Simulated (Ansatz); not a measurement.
# GaN: optical spectrum from first principles, part 2 of 2

What colour and refractive index does GaN have at this level of theory? The cell comes from an older database entry, whose edges can differ from later determinations, mostly by under a per cent.

Ansatz 0.2.0; DFT, PBE, plane-wave PAW, default files, scalar-relativistic, independent-particle optical response without local fields.

So far, electronic dielectric constant ε∞, mean over x, y and z (by symmetry where fewer were run): step 3 (spectrum) 5.92.

The database entry behind the starting cell differs from later determinations by our own check (about 0.3 % short, ideal inner coordinate), so it need not match the best structure at ambient conditions.

### Step 4. Static response with local fields

A static field by perturbation theory: the induced potential is included, and the Born charges come with it.

This step: DFT, PBE, plane-wave PAW, default files, scalar-relativistic, static field response by perturbation theory with local fields (Ansatz 0.2.0).

File input.yaml:

```yaml
crystal:
  lattice:
    - [3.18, 0.0, 0.0]
    - [-1.59, 2.753960784, 0.0]
    - [0.0, 0.0, 5.166]
  atoms:
    - { symbol: Ga, position: [0.6666666667, 0.3333333333, 0.5] }
    - { symbol: Ga, position: [0.3333333333, 0.6666666667, 0.0] }
    - { symbol: "N", position: [0.6666666667, 0.3333333333, 0.875] }
    - { symbol: "N", position: [0.3333333333, 0.6666666667, 0.375] }
kpoints:
  mp_grid: { grid: [8, 8, 5] }
scf:
  occupations: { method: fixed }
hamiltonian:
  xc: pbe
  pseudopotentials: { kind: paw }
dielectric: {}
```

On the command line:

```bash
ansatz run input.yaml --threads 4 --pin off --max-ram 8192MiB --backend cpu --events-out ev --progress --plain --runs-dir out
```

Numbers of over 12 decimals in the logs are rounded to 6 here.

The log of the run:

```text
[...]
Crystal: 4 atoms, lattice volume = 45.242 Å³
Basis set: ecut = 420 eV, 881 PW (Γ), exchange–correlation on 48×48×72 points (8 copies of the dense FFT grid, shifted against one another)
Bands: 22, of which v1, the nominal top of the filled ones, is band 18 counted from 1 (17 counted from 0)
Symmetry: 12 space group operations
k-points: 93 of 320 (irreducible under 2 space group operations, time reversal used)
[...]
SCF iter   1: F=—  HF=-8335.795235 eV  |F-HF|=—  |Δ(HF+E_count)|=         —  Δρ=8.38e-4  dr2=1.75e-4  ethr=1.77e-3  ⟨swp⟩=4.4  Hψ=7190  notcnv=0  defer=65
[...]
SCF iter   8: F=-8335.796004 eV  HF=-8335.796004 eV  |F-HF|=1.82e-11  |Δ(HF+E_count)|=  5.17e-10  Δρ=2.04e-7  dr2=1.89e-11  ethr=1.00e-12  ⟨swp⟩=3.1  Hψ=8033  notcnv=0
SCF 1 converged in 8 iterations: F = -8335.796004 eV  dr2 = 1.89e-11
[...]
DFPT response loops at Γ: preconditioner auto → Resta (q_TF=auto, 2.626 Å⁻¹)  ε∞=5.5 (no band partly filled); β = 1.00, the filter's whole step (`scf.mixing.beta` (0.50) is not read by the response loops at its default; to damp them type it under 1.00, their step now; it binds the ground state too); Broyden in place of MSR1
── the response to a field inside a basis, on 12×12×8 k-points: an SCF that follows is theirs, and a resumed run solves both again ──
Bands: 19, of which v1, the nominal top of the filled ones, is band 18 counted from 1 (17 counted from 0)
k-points: 168 of 1152 (irreducible under 4 space group operations, time reversal used)
[...]
Eigensolver: Dense (168 Hₖ)
SCF iter   1: F=—  HF=-8335.794789 eV  |F-HF|=—  |Δ(HF+E_count)|=         —  Δρ=4.96e-4  dr2=2.81e-5  ethr=1.00e-1
[...]
SCF iter   5: F=-8335.794807 eV  HF=-8335.794807 eV  |F-HF|=1.34e-9  |Δ(HF+E_count)|=   1.54e-7  Δρ=3.83e-6  dr2=4.33e-9  ethr=9.98e-11
SCF 1 converged in 5 iterations: F = -8335.794807 eV  dr2 = 4.33e-9
[...]
SCF converged after 8 iterations
Free energy (F): -8335.796004 eV
[...]
Internal energy: -8335.796004 eV  (E = F + TS)
E sigma→0 (E₀):  -8335.796004 eV
Fermi energy:    9.852162 eV
[...]
--- Band table (eV; the first three rows and the last of 93) ---
  k-point 0: bands = [... 14 lower, 8.7904, 9.7926, 9.8522, 9.8522, 11.8165, 14.1548, 19.1052, 19.7819]
  k-point 1: bands = [... 14 lower, 8.8872, 8.8872, 9.7463, 9.7463, 12.6957, 14.2294, 18.8385, 19.8261]
  k-point 2: bands = [... 14 lower, 9.1447, 9.1447, 9.4731, 9.4731, 13.8073, 14.2844, 18.4038, 18.6577]
  k-point 92: bands = [... 14 lower, 6.1339, 6.7785, 7.7000, 8.4475, 15.6954, 15.8960, 17.8088, 17.9995]
--- Dielectric response (ions clamped): 3 representative field directions + reference, inside a basis on a mesh of 1152 k-points (Σ response iterations 18) ---
  ε∞ (high-frequency dielectric tensor):
        5.744038    -0.000000     0.000000
       -0.000000     5.744038    -0.000000
        0.000000    -0.000000     5.880797
  Born effective charges Z* (e; rows j = field, columns β = displacement):
    site 0:
         2.62103   -0.00000    0.00000
        -0.00000    2.62103   -0.00000
         0.00000   -0.00000    2.75246
    site 1:
         2.62103   -0.00000    0.00000
        -0.00000    2.62103   -0.00000
         0.00000   -0.00000    2.75246
    site 2:
        -2.62103    0.00000   -0.00000
         0.00000   -2.62103    0.00000
        -0.00000    0.00000   -2.75246
    site 3:
        -2.62103    0.00000   -0.00000
         0.00000   -2.62103    0.00000
        -0.00000   -0.00000   -2.75246
  Z* charge neutrality: 1.997e-3 e pre-enforcement
  solved inside a basis spanned on kpoints, on 12×12×8 k-points, its susceptibility summed on 18×18×10: ε∞ is read to err by 1.7e-2, Z* by 1.5e-2 e (field_mesh: kpoints solves on kpoints); Z* is corrected for what the basis lacks
```

It took 28 s on 4 threads of Intel Xeon Platinum 8488C (Sapphire Rapids), shared host; peak memory 1.2 GiB; 1.8 min of CPU time.

This step gave:

| Property | Result |
| --- | --- |
| electronic dielectric constant ε∞, mean over x, y and z (by symmetry where fewer were run) | 5.790 |

ε∞ with local fields:

```
5.74 0.00 0.00
0.00 5.74 0.00
0.00 0.00 5.88
```

Diagonal elements. Born, by row:

```tsv
atom	Z*xx (e)	Z*yy (e)	Z*zz (e)
Ga1	2.621	2.621	2.752
Ga2	2.621	2.621	2.752
N3	-2.621	-2.621	-2.752
N4	-2.621	-2.621	-2.752
```

Mean Born charges are Ga +2.66 and N -2.66, against formal valences of +3 and -3. They lie near the ionic values.

### Step 5. What came out

| Property | Result |
| --- | --- |
| gap on the path | 1.96 eV |
| least direct gap on the path | 1.96 eV |
| electronic dielectric constant ε∞, mean over x, y and z (by symmetry where fewer were run) (independent particles) | 5.92 |
| absorption onset, first axis (α over 10⁴ cm⁻¹, or the direct gap if that lies higher) | 1.99 eV |
| main peak of Im epsilon, first axis | 7.87 eV |
| photocurrent from vertical transitions in a film 500 nm thick on a perfect mirror (two passes), AM1.5G, no front reflection, all carriers collected | 14.5 mA/cm² |
| electronic dielectric constant ε∞, mean over x, y and z (by symmetry where fewer were run) (static response with local fields) | 5.79 |

**Reading.** At this level (PBE, independent particles) GaN has a mean ε∞ = 5.92 (5.79 with local fields) and n = 2.44 at 1550 nm (E ∥ x); absorption sets in near 2.0 eV, and Im ε peaks at 7.9 eV (E ∥ x). The gap on the path is direct, 1.96 eV. The absorption coefficient passes 10⁴ cm⁻¹ at 1.99 eV, inside the visible range. Distinct maxima of Im ε, read by a parabola through the highest points, lie at 6.59 eV (8.3), 7.87 eV (9.1), 9.04 eV (7.4) and 10.98 eV (7.6) for E ∥ x or y. The static values by axis are 5.88 (xy), 6.00 (z). The f-sum over the summed bands holds 16.0 of the cell's 36 electrons outside the frozen cores, 24 of which lie in bands more than 12 eV below the Fermi level, whose transitions come at higher energies. Up to 20 eV the strength has a mean oscillator energy of 8.6 eV, close to the main peak. A film 1 µm thick would pass 6 % of daylight and look red, dark in transmission (x = 0.651, y = 0.341). A larger true gap would move the edge to shorter wavelengths and change the colour. At 1064 nm the birefringence n(z) − n(x) is +0.025: the crystal is uniaxial positive at this level. In the base spectrum excitons and phonon-assisted transitions are missing, and so are local fields; PBE gaps are as a rule too small, which pulls the onset down and ε∞ up. In the base run ε includes the program's bounded estimate of what the bands above those summed add.

[Logs are printed without paths, hosts, clocks, repeated set-up lines and the standing remarks that a program may print on its own settings, such as how far it seeks lower states.]

[Hosts, paths, dates, database ids (printed as entryN), source tags and the programs' standing remarks are cut or masked in the printed files.]
